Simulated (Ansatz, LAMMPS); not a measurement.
# Structural relaxation of amorphous 81SiO2-19TiO2 (mol %) (96 atoms), part 4 of 4

Aim: bring amorphous 81SiO2-19TiO2 (mol %) (96 atoms) to a nearby minimum of the energy and see what moves.

Ansatz 0.2.0; Kohn-Sham DFT, PBE, PAW (set soft_2), plane waves.

The cell: 26 Si, 6 Ti and 64 O. The quench rate of 50 K/ps far exceeds what a furnace or splat quench reaches. The starting topology of bonds comes from the classical model. Only the Γ point is sampled in the main run, in a cell whose shortest periodic width is 11 Å.

So far. Step 4 (Cell and atoms relaxed): The relaxation changed the energy by -60.2 meV/atom, and atoms moved by 0.26 Å r.m.s., 0.51 Å at most. Step 7 (K-mesh 2×2×2): Forces differ from those of the single point at the relaxed geometry by 1.6 meV/Å r.m.s.; the energy by -0.23 meV/atom and the gap by -0.023 eV. It took 5.3 min and 11 cycles; the reference's time can't be set against it, since the two runs asked for unlike analyses.

## (8) Functional HSE06

HSE06 mixes in a quarter of exact exchange at short range, which counters self-interaction, at a higher cost.

This step: Kohn-Sham DFT, HSE06, PAW (set soft_2), plane waves (Ansatz 0.2.0).

Input file input.yaml:

```yaml
crystal:
  lattice:
    - [11.4034, -0.13666, 0.11544]
    - [-0.13666, 11.65205, 0.4442]
    - [0.11544, 0.4442, 11.24182]
  atoms:
    [... the 96 atom lines of step 6 ...]
kpoints:
  mp_grid: { grid: [1, 1, 1] }
hamiltonian:
  xc: hse06
scf:
  occupations: { method: fermi_dirac, width: 0.025 }
output:
  forces: true
  stress: true
  populations: true
  dos:
    method: { smearing: { sigma: 0.08 } }
    de: 0.05
    projected: { site_lists: { O: [O], Si: [Si], Ti: [Ti] } }
  eigenvalues: true
```

Launch:

```sh
$ ansatz run input.yaml --threads 4 --pin off --max-ram 8192MiB --backend cpu --events-out ev --progress --plain --runs-dir out
```

Numbers of over 12 decimals in the logs are rounded to 6 here.

The log of the run:

```text
Warning: output.stress: scf.convergence.dr2_threshold = 1e-7 eV (the SCF's general default) is looser than the 1.6e-9 eV advised for a printed stress (1e-10 eV for each atom of the cell: 96, of which 16 are counted). What an SCF threshold leaves in a stress goes as its square root, and in the free energy as the threshold itself, and one threshold admits the most on a small cell: [...]
Warning: output.stress: scf.exx.energy_threshold = 1e-6 eV is looser than the 1.6e-7 eV advised for a stress under a hybrid functional (1e-8 eV for each atom of the cell: 96, of which 16 are counted). Every SCF of the exchange loop can meet its threshold on dr2 while the loop round them stops early: [...]
exact exchange: scf.exx.singularity resolves to wigner_seitz, which cuts the screened interaction at the faces of the exchange supercell's Wigner-Seitz cell, so that each pair interacts once, at the shortest of its separations (the periodic images that this leaves out come, [...]
[...]
Crystal: 96 atoms, lattice volume = 1491.105 Å³
Basis set: ecut = 420 eV, 29085 PW (Γ), exchange–correlation on 160×160×160 points (8 copies of the dense FFT grid, shifted against one another)
Bands: 376, of which v1, the nominal top of the filled ones, is band 280 counted from 1 (279 counted from 0)
Symmetry: 1 space group operations
[...]
k-points: 1
[...]
SCF iter   1: F=—  HF=-67950.739577 eV  |F-HF|=—  |Δ(HF+E_count)|=         —  Δρ=2.55e-3  dr2=1.41e-1  ethr=1.77e-3  ⟨swp⟩=14.0  Hψ=2110  notcnv=0
[...]
SCF iter   5: F=-67950.756046 eV  HF=-67950.756449 eV  |F-HF|=4.04e-4  |Δ(HF+E_count)|=   1.28e-4  Δρ=2.52e-4  dr2=8.30e-4  ethr=8.34e-7  ⟨swp⟩=4.0  Hψ=761  notcnv=0  defer=3
SCF 1 stopped early in 5 iterations: F = -67950.756046 eV  dr2 = 8.30e-4
[...]
Exchange kernel: α = 0.2500, screened, ω = 0.2079 Å⁻¹, Wigner–Seitz truncation, v(0) = 962.7508 eV·Å³, q-mesh 1×1×1, nearest image of the exchange supercell L = 11.25 Å, pair-density grid 60×60×54, without the augmentation charges, whose exchange is taken in its separable form (sized by the pseudopotential files, 80×80×75 at the most)
Frozen-core exchange: fock
SCF iter   1: F=—  HF=-67954.407036 eV  |F-HF|=—  |Δ(HF+E_count)|=         —  Δρ=1.46e-2  dr2=4.76e0  ethr=1.48e-6  ⟨swp⟩=15.0  Hψ=2068  notcnv=0
[...]
SCF iter   7: F=—  HF=-67953.464860 eV  |F-HF|=—  |Δ(HF+E_count)|=   3.17e-3  Δρ=3.01e-4  dr2=1.29e-3  ethr=1.43e-7  ⟨swp⟩=7.0  Hψ=966  notcnv=0  defer=2
SCF iter   8: F=-67953.464559 eV  HF=-67953.464581 eV  |F-HF|=2.20e-5  |Δ(HF+E_count)|=   2.79e-4  Δρ=4.71e-5  dr2=5.10e-5  ethr=1.43e-7  ⟨swp⟩=3.0  Hψ=717  notcnv=0
SCF 2 stopped early in 8 iterations: F = -67953.464559 eV  dr2 = 5.10e-5
  Residual-converged pass: ⟨swp⟩=4.0  Hψ=1165  notcnv=0  max |occ|·‖R‖ = 5.6e-6 eV (tolerance 6.7e-6 eV)  dr2=5.02e-5  dr2_onsite=2.43e-6  max |Δocc| = 0.0e0
[...]
hybrid outer 1: dexx = +2.739e-1 eV, tail = 4.32e-4 eV
[...]
Frozen-core exchange: fock
SCF iter   1: F=—  HF=-67953.459173 eV  |F-HF|=—  |Δ(HF+E_count)|=         —  Δρ=5.80e-5  dr2=3.78e-5  ethr=3.86e-7  ⟨swp⟩=19.0  Hψ=1110  notcnv=0
[...]
SCF iter   6: F=—  HF=-67953.459172 eV  |F-HF|=—  |Δ(HF+E_count)|=   3.61e-8  Δρ=1.42e-6  dr2=3.15e-8  ethr=2.19e-11  ⟨swp⟩=7.0  Hψ=1087  notcnv=0  defer=20
SCF iter   7: F=-67953.459172 eV  HF=-67953.459172 eV  |F-HF|=2.30e-9  |Δ(HF+E_count)|=   5.60e-9  Δρ=5.30e-7  dr2=4.52e-9  ethr=5.42e-12 (applied; sched 5.06e-12)  ⟨swp⟩=5.0  Hψ=727  notcnv=0  defer=15
SCF 3 converged in 7 iterations: F = -67953.459172 eV  dr2 = 4.52e-9
[...]
hybrid outer 2: dexx = +6.377e-6 eV, tail = 8.76e-8 eV, Δε = 4.61e-3 eV (about 7.20e-5 eV left of the loop's levels), ΔF = 1.13e-2 eV/Å (tail 9.26e-4)
[...]
Frozen-core exchange: fock
SCF iter   1: F=—  HF=-67953.459172 eV  |F-HF|=—  |Δ(HF+E_count)|=         —  Δρ=1.38e-6  dr2=2.00e-8  ethr=7.82e-11  ⟨swp⟩=20.0  Hψ=1288  notcnv=7
[...]
SCF iter   2: F=-67953.459172 eV  HF=-67953.459172 eV  |F-HF|=1.78e-9  |Δ(HF+E_count)|=   4.51e-9  Δρ=5.07e-7  dr2=2.77e-9  ethr=5.02e-12 (applied; sched 3.18e-12)  ⟨swp⟩=5.0  Hψ=664  notcnv=0
SCF 4 converged in 2 iterations: F = -67953.459172 eV  dr2 = 2.77e-9
[...]
hybrid SCF converged: 3 outer / 17 inner (+5 warm-up), last move |dexx| = 2.77e-9 eV, tail = 6.13e-9 eV
Stability not checked: this state was not tested for a lower state beside it, because the functional holds exact exchange (a hybrid, or Hartree-Fock), whose exchange loop this test does not read (fock_operator; see scf.lower_state_search)
Free energy (F): -67953.459172 eV
Frozen-core exchange: fock
[...]
Internal energy: -67953.459172 eV  (E = F + TS)
E sigma→0 (E₀):  -67953.459172 eV
Fermi energy:    2.705795 eV
[...]
Σ components = -67953.459172   (vs F -67953.459172, Δ=0.00e0)
--- Forces (eV/Å), atoms counted from 1 ---
  atom   1  Si     0.06275944    -0.06051086    -0.01138988
  atom   2  Si     0.04013837     0.04067433    -0.03869852
  atom   3  Si     0.03762927    -0.01572865    -0.02462639
  atom   4  Si     0.05743994    -0.05247255     0.07398415
[...]
atom  96  O      0.17068208    -0.28291816    -0.52285595
  max |Σ_I F_I| component: 1.15e-4 eV/Å
--- Stress (GPa, compression-positive) ---
       -4.450792       0.014605      -0.034279
        0.014607      -4.530435      -0.016327
       -0.034279      -0.016328      -4.515306
  P = ⅓ Tr σ = -4.4988 GPa (-44.988 kbar)
--- Band table (eV) ---
[...]
--- Löwdin populations: 96 sites ---
  site symbol       q [e]
     0     Si      2.1800
     1     Si      2.1437
     2     Si      2.1787
[...]
95      O      6.7956
  spilling = 0.011519 (of n_electrons = 560.000000)
```

It took 8.4 min on 4 threads of Arm Neoverse V1, shared host; peak memory 4.5 GiB.

The program notes that the exchange threshold is loose for the stress and the SCF threshold is loose for the stress.

Geometry and reference: those of the single point at the relaxed geometry.

Forces differ from those of the single point at the relaxed geometry by 188 meV/Å r.m.s.; the pressure by -4.5 GPa and the gap by +1.7 eV. It took 8.4 min and 22 cycles; the reference's time can't be set against it, since the two runs asked for unlike analyses.

The run gave:

```yaml
free_energy: -67953.4592 eV
free_energy_per_atom: -707.8485 eV/atom
scf_cycles: 22
pressure: -4.499 GPa
r_m_s_force_component: 0.1883 eV/Å
longest_force: 0.6185 eV/Å
fermi_energy: 2.706 eV
spacing_of_highest_filled_and_lowest_empty_level: 5.405 eV
spilling_of_the_projection: 0.01152
```

Length of the force by element:

```
element  coordination  atoms  mean length of the force (eV/Å)  spread   least   most
      O           all     64                            0.368   0.133  0.0042  0.619
     Si           all     26                           0.0763  0.0279  0.0175  0.142
     Ti           all      6                            0.178   0.076  0.0899  0.329
```

Löwdin charges by element (they lack the spilled electrons, 0.067 e an atom on average):

| element | coordination | atoms | mean charge (e) | spread | least | most |
| --- | --- | --- | --- | --- | --- | --- |
| O | all | 64 | -0.793 | 0.0371 | -0.833 | -0.675 |
| Si | all | 26 | 1.83 | 0.0172 | 1.79 | 1.86 |
| Ti | all | 6 | 1.59 | 0.0087 | 1.58 | 1.60 |

Charge against the make-up of the first shell:

| Ti neighbours of O | atoms | mean charge (e) |
| --- | --- | --- |
| 0 | 44 | -0.815 |
| 1 | 16 | -0.757 |
| 2 | 4 | -0.695 |

Density of states as counts of states in windows of 1 eV (from the Fermi level), total and the larger projections:

```csv
from (eV),to (eV),total,O p,Ti d,Si p
-14,-13,0.0,0.0,0.0,0.0
-13,-12,0.3,0.2,0.0,0.0
-12,-11,14.8,9.9,0.0,0.6
-11,-10,13.2,9.1,0.1,0.9
-10,-9,16.8,12.0,0.2,1.8
-9,-8,29.8,22.8,0.1,5.8
-8,-7,35.4,26.9,1.6,5.1
-7,-6,27.0,21.1,1.6,2.5
-6,-5,70.3,60.2,3.8,2.9
-5,-4,80.7,73.7,2.6,1.8
-4,-3,79.9,76.0,1.3,0.9
-3,-2,15.8,15.4,0.1,0.1
-2,2,0.0,0.0,0.0,0.0
2,3,7.0,0.7,5.8,0.1
3,4,23.0,3.0,18.0,0.4
4,5,20.9,3.3,13.3,0.5
```

Between -26 and -14 eV lie 128 more states.

The stored curve holds about 512 of the 560 electrons; the rest, give or take the few that broadening carries across the Fermi level, lie in deeper levels below its range.

The levels nearest the highest filled one (over half full), pooled over k-points and spins:

| level less the highest filled one (eV) | occupation |
| --- | --- |
| -0.24 | 2 |
| -0.220 | 2 |
| -0.137 | 2 |
| -0.127 | 2 |
| -0.0721 | 2 |
| 0 | 2 |
| 5.41 | 0 |
| 5.44 | 0 |
| 5.59 | 0 |
| 5.72 | 0 |
| 5.76 | 0 |
| 5.89 | 0 |

## (9) Functional r2SCAN (500 eV)

The meta-GGA r2SCAN uses the kinetic energy density as well as the density and its gradient. Besides, the cutoff goes from 420 to 500 eV.

This step: Kohn-Sham DFT, r2SCAN, PAW (set soft_2), plane waves (Ansatz 0.2.0).

Edit input.yaml of step 8 so:

```diff
@@ -10,3 +10,3 @@
 hamiltonian:
-  xc: hse06
+  xc: r2scan
 scf:
```

The log of the run:

```text
[...]
Crystal: 96 atoms, lattice volume = 1491.105 Å³
Basis set: ecut = 500 eV, 37869 PW (Γ), exchange–correlation on 360×360×360 points (64 copies of the dense FFT grid, shifted against one another)
Bands: 376, of which v1, the nominal top of the filled ones, is band 280 counted from 1 (279 counted from 0)
Symmetry: 1 space group operations
[...]
k-points: 1
[...]
SCF iter   1: F=—  HF=-68147.562787 eV  |F-HF|=—  |Δ(HF+E_count)|=         —  Δρ=1.17e-2  dr2=2.63e0  dr2_τ=7.57e0  ethr=1.77e-3  ⟨swp⟩=5.0  Hψ=1522  notcnv=0  defer=67
[...]
SCF iter  10: F=—  HF=-68149.555594 eV  |F-HF|=—  |Δ(HF+E_count)|=   4.89e-7  Δρ=4.23e-6  dr2=2.89e-7  dr2_τ=3.17e-8  ethr=1.40e-10  ⟨swp⟩=2.0  Hψ=547  notcnv=0  defer=91
SCF iter  11: F=-68149.555594 eV  HF=-68149.555594 eV  |F-HF|=2.34e-8  |Δ(HF+E_count)|=   7.57e-9  Δρ=2.13e-6  dr2=6.79e-8  dr2_τ=1.01e-8  ethr=1.79e-11  ⟨swp⟩=14.0  Hψ=2379  notcnv=0
SCF 1 converged in 11 iterations: F = -68149.555594 eV  dr2 = 6.79e-8
[...]
SCF converged after 11 iterations
Free energy (F): -68149.555594 eV
[...]
Internal energy: -68149.555594 eV  (E = F + TS)
E sigma→0 (E₀):  -68149.555594 eV
Fermi energy:    2.874440 eV
[...]
Σ components = -68149.555594   (vs F -68149.555594, Δ=0.00e0)
--- Forces (eV/Å), atoms counted from 1 ---
  atom   1  Si     0.03172719    -0.04323354    -0.02333836
  atom   2  Si     0.03770450     0.03277979    -0.03754112
  atom   3  Si     0.03039922     0.00087949    -0.02647347
  atom   4  Si     0.01893807     0.00220015     0.05702496
[...]
atom  96  O      0.16120894    -0.22938286    -0.43938388
  max |Σ_I F_I| component: 1.31e-5 eV/Å
--- Stress (GPa, compression-positive) ---
       -4.056056       0.021128      -0.021808
        0.021130      -4.070036      -0.006508
       -0.021808      -0.006503      -4.080176
  P = ⅓ Tr σ = -4.0688 GPa (-40.688 kbar)
--- Band table (eV) ---
[...]
--- Löwdin populations: 96 sites ---
  site symbol       q [e]
     0     Si      2.1752
     1     Si      2.1397
     2     Si      2.1740
[...]
95      O      6.8007
  spilling = 0.011252 (of n_electrons = 560.000000)
```

Elapsed: 86 s, on 4 threads; peak memory 4.3 GiB.

Geometry and reference: those of the single point at the relaxed geometry.

Forces differ from those of the single point at the relaxed geometry by 155 meV/Å r.m.s.; the pressure by -4.1 GPa and the gap by +0.41 eV. It took 86 s and 11 cycles; the reference's time can't be set against it, since the two runs asked for unlike analyses.

## (10) Functional PBEsol

PBEsol restores the gradient expansion of exchange for slowly varying densities and usually gives shorter bonds in solids than PBE.

This step: Kohn-Sham DFT, PBEsol, PAW (set soft_2), plane waves (Ansatz 0.2.0).

Edit input.yaml of step 9 so:

```diff
@@ -10,3 +10,3 @@
 hamiltonian:
-  xc: r2scan
+  xc: pbesol
 scf:
```

The log of the run:

```text
[...]
Crystal: 96 atoms, lattice volume = 1491.105 Å³
Basis set: ecut = 420 eV, 29085 PW (Γ), exchange–correlation on 160×160×160 points (8 copies of the dense FFT grid, shifted against one another)
Bands: 376, of which v1, the nominal top of the filled ones, is band 280 counted from 1 (279 counted from 0)
Symmetry: 1 space group operations
[...]
k-points: 1
[...]
SCF iter   1: F=—  HF=-67002.376361 eV  |F-HF|=—  |Δ(HF+E_count)|=         —  Δρ=1.14e-2  dr2=1.56e0  ethr=1.77e-3  ⟨swp⟩=6.0  Hψ=1703  notcnv=0  defer=70
[...]
SCF iter  10: F=—  HF=-67001.959507 eV  |F-HF|=—  |Δ(HF+E_count)|=   4.13e-7  Δρ=3.73e-6  dr2=2.07e-7  ethr=1.79e-11  ⟨swp⟩=15.0  Hψ=2559  notcnv=0
SCF iter  11: F=-67001.959507 eV  HF=-67001.959507 eV  |F-HF|=1.41e-8  |Δ(HF+E_count)|=   6.87e-8  Δρ=1.74e-6  dr2=4.74e-8  ethr=1.79e-11  ⟨swp⟩=4.0  Hψ=1021  notcnv=0
SCF 1 converged in 11 iterations: F = -67001.959507 eV  dr2 = 4.74e-8
[...]
SCF converged after 11 iterations
Free energy (F): -67001.959507 eV
[...]
Internal energy: -67001.959507 eV  (E = F + TS)
E sigma→0 (E₀):  -67001.959507 eV
Fermi energy:    3.012688 eV
[...]
Σ components = -67001.959507   (vs F -67001.959507, Δ=0.00e0)
--- Forces (eV/Å), atoms counted from 1 ---
  atom   1  Si     0.04097825    -0.03430592    -0.07083831
  atom   2  Si     0.00840292     0.04440249    -0.01254884
  atom   3  Si     0.01312987    -0.02680206    -0.01337959
  atom   4  Si    -0.02270845     0.00247234     0.04354802
[...]
atom  96  O      0.06979200    -0.07529514    -0.12512947
  max |Σ_I F_I| component: 8.15e-5 eV/Å
--- Stress (GPa, compression-positive) ---
       -2.464075       0.005333      -0.021722
        0.005334      -2.469938      -0.000858
       -0.021722      -0.000859      -2.470229
  P = ⅓ Tr σ = -2.4681 GPa (-24.681 kbar)
--- Band table (eV) ---
[...]
--- Löwdin populations: 96 sites ---
  site symbol       q [e]
     0     Si      2.2673
     1     Si      2.2324
     2     Si      2.2662
[...]
95      O      6.7538
  spilling = 0.011422 (of n_electrons = 560.000000)
```

The job ended after 32 s (4 threads; peak memory 1.9 GiB).

Geometry and reference: those of the single point at the relaxed geometry.

Forces differ from those of the single point at the relaxed geometry by 75 meV/Å r.m.s.; the pressure by -2.5 GPa and the gap by -0.0096 eV.

## (11) All settings compared

Differences are against the single point at the relaxed geometry (Kohn-Sham DFT, PBE, PAW (set soft_2), plane waves), whose r.m.s. force component is 0.00409 eV/Å. Energies are set beside the reference only for runs with its functional, potentials and electron count. Times are for 4 threads of Arm Neoverse V1, shared host. The reference's time includes grids, which some other runs skip.

```
                       run  Δ force, r.m.s. (meV/Å)  Δ energy (meV/atom)  Δ pressure (GPa)  Δ gap (eV)  cycles     time  host memory (GiB)
                 reference                        -                    -                 -           -      11     35 s                1.9
              k-mesh 2×2×2                     1.61               -0.228            0.0015     -0.0232      11  5.3 min                6.1
          functional HSE06                      188                    -             -4.50        1.73      22  8.4 min                4.5
functional r2SCAN (500 eV)                      155                    -             -4.07       0.405      11     86 s                4.3
         functional PBEsol                     74.9                    -             -2.47     -0.0096      11     32 s                1.9
```

## (12) What came out

```yaml
energy_change_in_the_relaxation: -60.24 meV/atom
r_m_s_displacement: 0.257 Å
largest_displacement: 0.514 Å
free_energy_per_atom: -707.8197 eV/atom
pressure: 0.002948 GPa
r_m_s_force_component: 0.00409 eV/Å
spacing_of_highest_filled_and_lowest_empty_level: 3.676 eV
wall_time_of_the_7_dft_runs: 21 min
```

What this shows: Relaxation lowers the energy by 60.2 meV/atom and moves atoms by 0.26 Å r.m.s.; the r.m.s. force component goes from 0.87 to 0.0041 eV/Å. Displacements are taken in the final cell, so they leave out its strain. By the final cutoffs no bond was broken or made. The cell grew by 6.3 % in volume. From the first step to the last the energy fell by 5.783 eV, across changes of basis, and the largest move was 0.51 Å (O88). The O-Ti bonds change most in mean length: from 1.788 Å (spread 0.023) to 1.822 Å (spread 0.022). Counting bonds as in the table, all O atoms have 2, all Si atoms have 4 and all Ti atoms have 4 bonded neighbours. Counting bonds to Si alone, not to Ti, 69 % of the oxygens join two of these atoms and 25 % one; 6 % join none. Between filled and empty levels lie 3.68 eV (at Γ alone); a semilocal functional tends to put such gaps too low. In a disordered cell it changes from sample to sample, and tail or defect levels can set it.

Among the changes of functional, dispersion, potentials or spin set against this reference, functional HSE06 moves the forces most, by 188 meV/Å r.m.s. The gap changes by +1.73 eV with HSE06.

**Limits.** The starting topology of bonds comes from the classical model; DFT moved the atoms only locally, and no bond changed.

[Logs are printed without paths, hosts, clocks, repeated set-up lines and the standing remarks that a program may print on its own settings, such as how far it seeks lower states.]

[Hosts, paths, dates, database ids (printed as entryN), source tags and the programs' standing remarks are cut or masked in the printed files.]
